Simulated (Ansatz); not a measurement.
**AlRu (Pm-3m): Grüneisen parameters**

Aim: how the phonons of AlRu (Pm-3m) shift with volume, and the thermal expansion that follows.

Method: DFT PBEsol, scalar-relativistic, plane waves, PAW, in Ansatz 0.2.0.

## 1. The system as given

The structure is cubic, space group Pm-3m (No. 221). Conventional cell: a = 2.975 Å, b = 2.975 Å, c = 2.975 Å, α = 90.00°, β = 90.00°, γ = 90.00°. Nearest to Al lie 8 Ru at 2.58 Å. Nearest to Ru lie 8 Al at 2.58 Å. Farther neighbours, and contacts between anions beyond the nearest, are not listed.

## 2. The dispersion

Stability and thermal properties need the whole zone. Linear response on a 4×4×4 q mesh gives force constants as far as a supercell of that size would.

Input file input.yaml:

```yaml
crystal:
  lattice:
    - [2.9754876968, 0.0, 0.0]
    - [0.0, 2.9754876968, 0.0]
    - [0.0, 0.0, 2.9754876968]
  atoms:
    - { symbol: Al, position: [0.0, 0.0, 0.0] }
    - { symbol: Ru, position: [0.5, 0.5, 0.5] }
kpoints:
  mp_grid: { grid: [12, 12, 12] }
hamiltonian:
  xc: pbesol
scf:
  occupations: { method: methfessel_paxton, width: 0.15 }
output:
  eigenvalues: true
phonons:
  method: dfpt
  qmesh: [4, 4, 4]
  temperatures: { t_max: 1000, t_step: 50 }
  qpath:
    path:
      - [[0.0, 0.0, 0.0], [0.0, 0.5, 0.0], [0.5, 0.5, 0.0], [0.0, 0.0, 0.0], [0.5, 0.5, 0.5], [0.0, 0.5, 0.0]]
      - [[0.5, 0.5, 0.5], [0.5, 0.5, 0.0]]
    npoints: 10
```

The run is started by

```sh
ansatz run input.yaml --threads 4 --pin off --max-ram 7168MiB --backend cpu --events-out ev --progress --plain --runs-dir out
```

Standard output:

```text
Engine: ansatz 0.2.0, aarch64-unknown-linux-gnu
Pseudopotentials: kind: paw
Pseudopotential: Al, paw, valence charge 3, recommended cutoff 420 eV (normal), Al.paw.azcp
Pseudopotential: Ru, paw, valence charge 16, recommended cutoff 420 eV (normal), Ru.paw.azcp
Functional definition: PBEsol
  exchange = pbesol_x
  correlation = pbesol_c
Crystal: 2 atoms, lattice volume = 26.344 Å³
Basis set: ecut = 420 eV, 485 PW (Γ), exchange–correlation on 40×40×40 points (8 copies of the dense FFT grid, shifted against one another)
Bands: 14, of which v1, the nominal top of the filled ones, is band 10 counted from 1 (9 counted from 0)
Symmetry: 48 space group operations
k-points: 84 of 1728
Non-local potential: Al, projectors of the file, l = 0: 2, l = 1: 2, l = 2: 1
Non-local potential: Ru, projectors of the file, l = 0: 3, l = 1: 2, l = 2: 2, l = 3: 1
PAW form: soft (Blöchl's): semilocal exchange-correlation on the pseudo side does not see the compensation charge
PAW frozen core: Al, regenerated for the run's functional, and the local potential with it (the file was generated under x = pbe(κ = 0.804, μ = 0.219515), c = pbe(β = 0.066725))
PAW frozen core: Ru, regenerated for the run's functional, and the local potential with it (the file was generated under x = pbe(κ = 0.804, μ = 0.219515), c = pbe(β = 0.066725))
PAW one-centre angular grid: Al, 110 points (default); XC on 64 Gauss nodes
PAW one-centre angular grid: Ru, 590 points (default); XC on 64 Gauss nodes
Initial density: superposition of atomic densities (neutral atoms: chi_scale 0, normalization atom), corrected by the library's trained network
Initial wavefunctions: pseudopotential atomic-orbital guess
Functional: x = pbesol(κ = 0.804, μ = 0.123457), c = pbesol(β = 0.046)
SCF iter   1: F=—  HF=-6342.319102 eV  |F-HF|=—  |Δ(HF+E_count)|=         —  Δρ=9.39e-3  dr2=2.50e-2  ethr=1.77e-3  ⟨swp⟩=5.0  Hψ=5867  notcnv=0
preconditioner: auto → none  [metal: Δε(μ)=0.029 eV  Ē_g=9.003 eV  σ=0.150 eV  W_gap=0.16  n_scr=6 (ndim 8)  ℏωp=24.0 eV  f_vac=0.000  D(μ)=1.42/eV (n_scr^D=18)  sad-step TF]
SCF iter   2: F=—  HF=-6342.315497 eV  |F-HF|=—  |Δ(HF+E_count)|=   3.60e-3  S|Δr|=    0.00e0  Δρ=5.28e-3  dr2=8.85e-3  ethr=1.31e-4  ⟨swp⟩=1.0  Hψ=1852  notcnv=0
SCF iter   3: F=—  HF=-6342.313538 eV  |F-HF|=—  |Δ(HF+E_count)|=   1.96e-3  S|Δr|=    0.00e0  Δρ=5.28e-4  dr2=6.88e-5  ethr=4.66e-5  ⟨swp⟩=2.5  Hψ=1669  notcnv=0
SCF iter   4: F=—  HF=-6342.313529 eV  |F-HF|=—  |Δ(HF+E_count)|=   8.46e-6  S|Δr|=    0.00e0  Δρ=1.23e-4  dr2=3.32e-6  ethr=3.62e-7  ⟨swp⟩=2.0  Hψ=1754  notcnv=0
SCF iter   5: F=—  HF=-6342.313528 eV  |F-HF|=—  |Δ(HF+E_count)|=   1.54e-6  S|Δr|=    0.00e0  Δρ=1.00e-5  dr2=1.63e-8  ethr=1.75e-8  ⟨swp⟩=2.5  Hψ=1733  notcnv=0
SCF iter   6: F=—  HF=-6342.313528 eV  |F-HF|=—  |Δ(HF+E_count)|=   2.30e-7  S|Δr|=    0.00e0  Δρ=1.28e-6  dr2=2.21e-10  ethr=8.59e-11  ⟨swp⟩=2.3  Hψ=1905  notcnv=0
SCF iter   7: F=-6342.313528 eV  HF=-6342.313528 eV  |F-HF|=0.00e0  |Δ(HF+E_count)|=  6.18e-11  S|Δr|=    0.00e0  Δρ=1.50e-7  dr2=7.69e-13  ethr=1.00e-12  ⟨swp⟩=5.7  Hψ=4937  notcnv=0
SCF 1 converged in 7 iterations: F = -6342.313528 eV  dr2 = 7.69e-13
  greatest PAW one-centre occupation: 0.999 electrons in one spin orbital (limit 2), on the Ru atom at site 1 (counted from 0), in its partial waves of l = 0
phonons: the bands overlap, so this run is a metal and interpolates without the dipole-dipole term. If the crystal is really an insulator or semiconductor, its LO-TO splitting is missing
NSCF: frozen V_eff on 84 k-points
NSCF: frozen V_eff on 196 k-points
DFPT response loops at q = (0, 0, 0) (fractional): preconditioner auto → Kerker (q_TF=auto, 2.584 Å⁻¹) (partly filled bands, converged f_vac=0.000); β = 1.00, the filter's whole step (`scf.mixing.beta` (0.50) is not read by the response loops under this deck's `scf.mixing.preconditioner`; to damp them name `kerker` or `kerker_dos`, under which they read `scf.mixing.beta`, and type it under 1.00, their step now; both keys bind the ground state too); Broyden in place of MSR1
NSCF: frozen V_eff on 1176 k-points
DFPT response loops at q = (0, 0, 0.25) (fractional): mixed as the last ones told, above
NSCF: frozen V_eff on 686 k-points
DFPT response loops at q = (0, 0, -0.5) (fractional): mixed as the last ones told, above
NSCF: frozen V_eff on 2016 k-points
DFPT response loops at q = (0, 0.25, 0.25) (fractional): mixed as the last ones told, above
NSCF: frozen V_eff on 1176 k-points
DFPT response loops at q = (0, 0.25, -0.5) (fractional): mixed as the last ones told, above
NSCF: frozen V_eff on 686 k-points
DFPT response loops at q = (0, -0.5, -0.5) (fractional): mixed as the last ones told, above
NSCF: frozen V_eff on 1872 k-points
DFPT response loops at q = (0.25, 0.25, 0.25) (fractional): mixed as the last ones told, above
NSCF: frozen V_eff on 2016 k-points
DFPT response loops at q = (0.25, 0.25, -0.5) (fractional): mixed as the last ones told, above
NSCF: frozen V_eff on 1176 k-points
DFPT response loops at q = (0.25, -0.5, -0.5) (fractional): mixed as the last ones told, above
NSCF: frozen V_eff on 392 k-points
DFPT response loops at q = (-0.5, -0.5, -0.5) (fractional): mixed as the last ones told, above
SCF converged after 7 iterations
Stability not checked: this state was not tested for a lower state beside it, because cold or Methfessel-Paxton smearing, or corrected tetrahedra, fill the levels in a way that the test cannot read (fill_not_monotonic; see scf.lower_state_search)
Free energy (F): -6342.313528 eV
Harris-Foulkes:  -6342.313528 eV  (|F-HF|=0.00e0)
Internal energy: -6342.313855 eV  (E = F + TS)
E sigma→0 (E₀):  -6342.313610 eV
Entropy (-TS):   0.000327 eV (0.163 meV/atom)
Fermi energy:    16.302229 eV
--- Per-component energies (eV) ---
  E_band       = -116.394864
  E_kinetic    = 543.861302
  E_local      = -1783.464516  (includes V_loc(G=0)·N_el)
  E_nonlocal   = 356.621613
  E_hartree    = 632.478979
  E_xc         = -231.045420
  E_vxc        = -270.658962  (∫ρ·V_xc dr)
  E_paw        = -3855.412285  (= ΣΔE_a)
  E_vpaw       = -227.712073  (= ΣTr[D̂ρ^β])
  E_aug_tail   = -0.000192  (compensation charges beyond the density's cutoff)
  E_ewald      = -2005.625771
  E_core_change = 0.272435  (= ΣΔE_core)
  E_smearing   = 0.000327  (= −TS)
  E_closure    = -0.000000  (closes the sum)
  Σ components = -6342.313528   (vs F -6342.313528, Δ=0.00e0)
--- Band table (eV; the first three rows and the last of 84) ---
  k-point 0: bands = [... 6 lower, 12.6287, 16.5003, 16.5003, 16.5003, 22.4511, 22.4511, 22.4511, 27.3581]
  k-point 1: bands = [... 6 lower, 12.6773, 16.3301, 16.3301, 16.5172, 21.8162, 22.7219, 22.7219, 27.0467]
  k-point 2: bands = [... 6 lower, 12.8112, 15.9185, 15.9185, 16.5639, 20.5781, 23.4355, 23.4355, 26.2741]
  k-point 83: bands = [... 6 lower, 11.5857, 17.9735, 17.9735, 19.0027, 20.4461, 20.4461, 20.4461, 25.0270]
--- Phonons (Γ-DFPT): 2 representative perturbations + reference (Σ response iterations 7) ---
  ASR residual: 1.033e-4 → 0.000e0 eV/Å²; symmetrization residual: 5.110e-6 eV/Å²
  ASR residual per site (eV/Å²): 1.03e-4 5.53e-5
  Γ frequencies (cm⁻¹): 0.00 0.00 0.00 321.62 321.62 321.62
--- Phonons (arbitrary-q DFPT): 10 irreducible q on the 4×4×4 mesh ---
  q = [0.0000, 0.0000, 0.0000] (star 1, of the zone-centre solve; hermiticity 1.26e-6, symmetrization 1.61e-12): -0.00 0.00 0.00 321.62 321.62 321.62
  q = [0.0000, 0.0000, 0.2500] (star 6, 4 solved perturbations in 1848 linear systems a pass and spin channel, the states on 588 of 1728 k-point pairs; hermiticity 3.92e-7, symmetrization 1.19e-13): 111.36 111.36 151.84 311.50 311.50 326.92
  q = [0.0000, 0.0000, -0.5000] (star 3, 4 solved perturbations in 1078 linear systems a pass and spin channel, the states on 343 of 1728 k-point pairs; hermiticity 6.13e-8, symmetrization 3.06e-8): 165.78 165.78 217.07 293.57 293.57 351.14
  q = [0.0000, 0.2500, 0.2500] (star 12, 4 solved perturbations in 3108 linear systems a pass and spin channel, the states on 1008 of 1728 k-point pairs; hermiticity 7.88e-7, symmetrization 8.37e-14): 92.22 145.03 185.67 303.71 321.58 335.88
  q = [0.0000, 0.2500, -0.5000] (star 12, 6 solved perturbations on 588 of 1728 k-point pairs; hermiticity 3.12e-7, symmetrization 6.45e-9): 145.42 163.58 179.07 290.36 335.17 353.65
  q = [0.0000, -0.5000, -0.5000] (star 3, 4 solved perturbations in 1078 linear systems a pass and spin channel, the states on 343 of 1728 k-point pairs; hermiticity 3.36e-7, symmetrization 4.84e-12): 119.42 119.42 197.44 283.66 362.60 362.60
  q = [0.2500, 0.2500, 0.2500] (star 8, 2 solved perturbations on 936 of 1728 k-point pairs; hermiticity 7.39e-7, symmetrization 1.48e-13): 141.65 141.65 180.51 322.97 329.29 329.29
  q = [0.2500, 0.2500, -0.5000] (star 12, 4 solved perturbations in 3108 linear systems a pass and spin channel, the states on 1008 of 1728 k-point pairs; hermiticity 8.41e-8, symmetrization 4.21e-8): 155.01 157.64 184.45 318.02 333.72 351.77
  q = [0.2500, -0.5000, -0.5000] (star 6, 4 solved perturbations in 1848 linear systems a pass and spin channel, the states on 588 of 1728 k-point pairs; hermiticity 1.07e-7, symmetrization 8.66e-9): 166.59 166.59 198.49 318.96 355.14 355.14
  q = [-0.5000, -0.5000, -0.5000] (star 1, 2 solved perturbations on 196 of 1728 k-point pairs; hermiticity 2.67e-10, symmetrization 1.33e-10): 207.67 207.67 207.67 351.78 351.78 351.78
  sum rule: each row above includes the acoustic sum rule's correction from the zone centre's row sums; it moved no ω² by more than (1.02 cm⁻¹)²
  mesh force constants: q→R imaginary residual 2.84e-18; ASR residual 1.033e-4 → 0.000e0 eV/Å²; symmetrization residual 8.882e-15 eV/Å²
  interpolated dispersion: 62 rows × 6 modes
  density of states and harmonic sums: on the 24×24×24 q-mesh, interpolated from the force constants of a 4×4×4 supercell (no non-analytic term)
  largest difference from the sums on the solved wave vectors: F 1.17e-2 eV, S 1.57e-5 and C_V 4.02e-6 eV/K
  zero-point energy: 0.089726 eV/cell   skipped modes (ω ≤ 0): 3   left out of the sums: 3.62e-5 of the cell's modes: C_V's classical limit lies that fraction below 3 k_B per atom; for a crystal, a wire or a layer, F and S can be off by more, and a phonons.interpolated_qmesh denser along its periods is the remedy for the sampling
```

Run time: 4.3 min. Hardware: 4 threads of Arm Neoverse N1, shared host; peak memory 1.3 GiB; 14 min of CPU time.

Reading the cycles: dr2 is the Hartree energy of the density residual (eV), the measure of convergence; HF is the Harris–Foulkes estimate of the energy, which meets the free energy F at convergence.

Numbers from this step:

- volume per atom: 13.17 Å³
- gap on the k-mesh: 0 eV
- sum-rule residual before enforcement: 1.03e-4 eV/Å²
- lowest frequency on the path: 0 cm⁻¹
- point group: m-3m
- highest frequency on path, mesh or solved points: 362.6 cm⁻¹
- mean frequency: 241.2 cm⁻¹
- Debye temperature (second moment): 479 K
- logarithmic mean frequency: 221.9 cm⁻¹
- highest optical mode at the zone centre (no LO-TO term): 321.6 cm⁻¹
- lowest optical zone-centre mode: 321.6 cm⁻¹
- lowest mode on the q mesh (acoustic modes at Γ apart): 92.22 cm⁻¹
- zero-point energy per atom: 44.86 meV
- heat capacity at 300 K: 22.08 J/(mol atoms K)
- vibrational entropy at 300 K: 24.90 J/(mol atoms K)
- edges of the widest gap between branches, on path and mesh: 217.1, 283.7 cm⁻¹

Frequencies (cm⁻¹) solved at each irreducible wavevector; negative means imaginary. Frequencies by wavevector, by row:

```csv
q in reciprocal lattice units,star,mode 1,mode 2,mode 3,mode 4,mode 5,mode 6
0 0 0,1,0,0,0,321.6,321.6,321.6
0 0 0.25,6,111.4,111.4,151.8,311.5,311.5,326.9
0 0 -0.5,3,165.8,165.8,217.1,293.6,293.6,351.1
0 0.25 0.25,12,92.2,145,185.7,303.7,321.6,335.9
0 0.25 -0.5,12,145.4,163.6,179.1,290.4,335.2,353.6
0 -0.5 -0.5,3,119.4,119.4,197.4,283.7,362.6,362.6
0.25 0.25 0.25,8,141.7,141.7,180.5,323,329.3,329.3
0.25 0.25 -0.5,12,155,157.6,184.4,318,333.7,351.8
0.25 -0.5 -0.5,6,166.6,166.6,198.5,319,355.1,355.1
-0.5 -0.5 -0.5,1,207.7,207.7,207.7,351.8,351.8,351.8
```

Symmetry leaves 10 wavevectors to solve. The lowest mode among them, the acoustic zeros apart, lies at q = (0, 0.25, 0.25) and is real, 92.2 cm⁻¹.

## 3. Relaxing at another volume, volume ratio 0.97

The volume is scaled by 0.97 and held; symmetry leaves nothing to relax, so this is a single point. The modes can then be followed against volume.

input.yaml, the sections that differ from step 2:

```yaml
crystal:
  lattice:
    - [2.9454302105, 0.0, 0.0]
    - [0.0, 2.9454302105, 0.0]
    - [0.0, 0.0, 2.9454302105]
  atoms:
    - { symbol: Al, position: [0.0, 0.0, 0.0] }
    - { symbol: Ru, position: [0.5, 0.5, 0.5] }
output:
  forces: true
  stress: true
  eigenvalues: true
# kpoints, hamiltonian, scf: as in step 2
# phonons: removed
```

Standard output:

```text
[...]
Crystal: 2 atoms, lattice volume = 25.553 Å³
Basis set: ecut = 420 eV, 485 PW (Γ), exchange–correlation on 40×40×40 points (8 copies of the dense FFT grid, shifted against one another)
Bands: 14, of which v1, the nominal top of the filled ones, is band 10 counted from 1 (9 counted from 0)
Symmetry: 48 space group operations
[...]
k-points: 84 of 1728
[...]
--- Band table (eV; the first three rows and the last of 84) ---
  k-point 0: bands = [... 6 lower, 13.0665, 17.1212, 17.1212, 17.1212, 23.2129, 23.2129, 23.2129, 28.1499]
  k-point 1: bands = [... 6 lower, 13.1198, 16.9432, 16.9432, 17.1391, 22.5741, 23.4916, 23.4916, 27.8152]
  k-point 2: bands = [... 6 lower, 13.2568, 16.5135, 16.5135, 17.1884, 21.3256, 24.2231, 24.2231, 26.9919]
  k-point 83: bands = [... 6 lower, 12.0188, 18.6688, 18.6688, 19.8022, 21.1343, 21.1343, 21.1343, 25.9316]
[key lines of the parts left out:]
SCF converged after 5 iterations
Free energy (F): -6342.296353 eV
Fermi energy:    16.915359 eV
P = ⅓ Tr σ = 7.1584 GPa (71.584 kbar)
```

The job ended after 1.7 s (4 threads; peak memory 0.3 GiB; 3 s of CPU time).

Numbers from this step:

```
pressure        : 7.158 GPa
volume per atom : 12.78 Å³
```

The run ends at a pressure of 7.16 GPa.

## 4. Phonons at the other volume, volume ratio 0.97

The phonons are repeated at this volume on the same meshes, so that differences come from the volume alone.

input.yaml, the sections that differ from step 3:

```yaml
output:
  eigenvalues: true
phonons:
  method: dfpt
  qmesh: [4, 4, 4]
  temperatures: { t_max: 1000, t_step: 50 }
  qpath:
    path:
      - [[0.0, 0.0, 0.0], [0.0, 0.5, 0.0], [0.5, 0.5, 0.0], [0.0, 0.0, 0.0], [0.5, 0.5, 0.5], [0.0, 0.5, 0.0]]
      - [[0.5, 0.5, 0.5], [0.5, 0.5, 0.0]]
    npoints: 10
# crystal, kpoints, hamiltonian, scf: as in step 3
```

Standard output:

```text
[...]
Crystal: 2 atoms, lattice volume = 25.553 Å³
Basis set: ecut = 420 eV, 485 PW (Γ), exchange–correlation on 40×40×40 points (8 copies of the dense FFT grid, shifted against one another)
Bands: 14, of which v1, the nominal top of the filled ones, is band 10 counted from 1 (9 counted from 0)
Symmetry: 48 space group operations
k-points: 84 of 1728
[...]
SCF iter   1: F=—  HF=-6342.302091 eV  |F-HF|=—  |Δ(HF+E_count)|=         —  Δρ=9.48e-3  dr2=2.43e-2  ethr=1.77e-3  ⟨swp⟩=5.0  Hψ=5950  notcnv=0
[...]
SCF iter   7: F=-6342.296353 eV  HF=-6342.296353 eV  |F-HF|=0.00e0  |Δ(HF+E_count)|=  6.46e-11  S|Δr|=    0.00e0  Δρ=1.71e-7  dr2=9.71e-13  ethr=1.00e-12  ⟨swp⟩=5.9  Hψ=5033  notcnv=0
SCF 1 converged in 7 iterations: F = -6342.296353 eV  dr2 = 9.71e-13
[...]
NSCF: frozen V_eff on 84 k-points
[...]
SCF converged after 7 iterations
[...]
Free energy (F): -6342.296353 eV
[...]
Internal energy: -6342.296575 eV  (E = F + TS)
E sigma→0 (E₀):  -6342.296408 eV
Entropy (-TS):   0.000222 eV (0.111 meV/atom)
Fermi energy:    16.915434 eV
[...]
--- Band table (eV; the first three rows and the last of 84) ---
  k-point 0: bands = [... 6 lower, 13.0665, 17.1213, 17.1213, 17.1213, 23.2129, 23.2129, 23.2129, 28.1500]
  k-point 1: bands = [... 6 lower, 13.1198, 16.9433, 16.9433, 17.1391, 22.5741, 23.4916, 23.4916, 27.8152]
  k-point 2: bands = [... 6 lower, 13.2568, 16.5136, 16.5136, 17.1885, 21.3256, 24.2231, 24.2231, 26.9920]
  k-point 83: bands = [... 6 lower, 12.0188, 18.6689, 18.6689, 19.8022, 21.1343, 21.1343, 21.1343, 25.9316]
[...]
ASR residual: 9.484e-5 → 0.000e0 eV/Å²; symmetrization residual: 4.567e-6 eV/Å²
  ASR residual per site (eV/Å²): 7.51e-5 9.48e-5
  Γ frequencies (cm⁻¹): 0.00 0.00 0.00 340.86 340.86 340.86
--- Phonons (arbitrary-q DFPT): 10 irreducible q on the 4×4×4 mesh ---
[...]
interpolated dispersion: 62 rows × 6 modes
[...]
```

It took 4.5 min on 4 threads; peak memory 1.2 GiB.

Numbers from this step:

```
sum-rule residual before enforcement                       : 9.48e-5 eV/Å²
highest frequency on path, mesh or solved points           : 385.1 cm⁻¹
mean frequency                                             : 254.9 cm⁻¹
Debye temperature (second moment)                          : 506 K
logarithmic mean frequency                                 : 234.3 cm⁻¹
highest optical mode at the zone centre (no LO-TO term)    : 340.9 cm⁻¹
lowest optical zone-centre mode                            : 340.9 cm⁻¹
lowest mode on the q mesh (acoustic modes at Γ apart)      : 96.99 cm⁻¹
zero-point energy per atom                                 : 47.41 meV
heat capacity at 300 K                                     : 21.78 J/(mol atoms K)
vibrational entropy at 300 K                               : 23.71 J/(mol atoms K)
edges of the widest gap between branches, on path and mesh : 230.5, 300.6 cm⁻¹
```

Frequencies (cm⁻¹) solved at each irreducible wavevector; negative means imaginary. Frequencies by wavevector, by row:

```csv
q in reciprocal lattice units,star,mode 1,mode 2,mode 3,mode 4,mode 5,mode 6
0 0 0,1,0,0,0,340.9,340.9,340.9
0 0 0.25,6,116.6,116.6,161.2,329.3,329.3,346.2
0 0 -0.5,3,174.7,174.7,230.5,309.3,309.3,370.5
0 0.25 0.25,12,97,152,196.9,320.9,339.1,357.1
0 0.25 -0.5,12,153,172.5,187.8,306.7,355.3,374.7
0 -0.5 -0.5,3,125.8,125.8,206,300.6,385.1,385.1
0.25 0.25 0.25,8,149.8,149.8,189.3,342,348.7,348.7
0.25 0.25 -0.5,12,164.1,164.1,196.3,334.8,354.3,372.7
0.25 -0.5 -0.5,6,176.5,176.5,209.4,336.1,375.7,375.7
-0.5 -0.5 -0.5,1,221.1,221.1,221.1,369.4,369.4,369.4
```

The highest optical mode at the zone centre (no LO-TO term) is 340.9 cm⁻¹, +19.2 cm⁻¹ against the base run.

## 5. Relaxing at another volume, volume ratio 1.03

The volume is scaled by 1.03 and held; symmetry leaves nothing to relax, so this is a single point. The modes can then be followed against volume.

input.yaml, the sections that differ from step 4:

```yaml
crystal:
  lattice:
    - [3.0049498871, 0.0, 0.0]
    - [0.0, 3.0049498871, 0.0]
    - [0.0, 0.0, 3.0049498871]
  atoms:
    - { symbol: Al, position: [0.0, 0.0, 0.0] }
    - { symbol: Ru, position: [0.5, 0.5, 0.5] }
output:
  forces: true
  stress: true
  eigenvalues: true
# kpoints, hamiltonian, scf: as in step 4
# phonons: removed
```

Standard output:

```text
[...]
Crystal: 2 atoms, lattice volume = 27.134 Å³
Basis set: ecut = 420 eV, 515 PW (Γ), exchange–correlation on 48×48×48 points (8 copies of the dense FFT grid, shifted against one another)
Bands: 14, of which v1, the nominal top of the filled ones, is band 10 counted from 1 (9 counted from 0)
Symmetry: 48 space group operations
[...]
k-points: 84 of 1728
[...]
--- Band table (eV; the first three rows and the last of 84) ---
  k-point 0: bands = [... 6 lower, 12.2134, 15.9141, 15.9141, 15.9141, 21.7317, 21.7317, 21.7317, 26.6079]
  k-point 1: bands = [... 6 lower, 12.2593, 15.7512, 15.7512, 15.9302, 21.1009, 21.9951, 21.9951, 26.3179]
  k-point 2: bands = [... 6 lower, 12.3887, 15.3567, 15.3567, 15.9745, 19.8726, 22.6913, 22.6913, 25.5921]
  k-point 83: bands = [... 6 lower, 11.1762, 17.3184, 17.3184, 18.2456, 19.7990, 19.7990, 19.7990, 24.1732]
[key lines of the parts left out:]
SCF converged after 5 iterations
Free energy (F): -6342.298103 eV
Fermi energy:    15.723888 eV
P = ⅓ Tr σ = -6.0929 GPa (-60.929 kbar)
```

Run time: 1.2 s. Hardware: 4 threads; peak memory 0.31 GiB.

Numbers from this step:

- pressure: -6.093 GPa
- volume per atom: 13.57 Å³

The run ends at a pressure of -6.09 GPa.

(Part 1 of 2 ends here.)

[Long decimals in the printed logs are rounded to 6 places.]

[Logs are printed without paths, hosts, clocks, repeated set-up lines and the standing remarks that a program may print on its own settings, such as how far it seeks lower states.]

[Hosts, paths, dates, database ids (printed as entryN), source tags and the programs' standing remarks are cut or masked in the printed files.]

[Where the starting crystal was built by hand or by swapping elements, it need not be the compound's stable phase.]
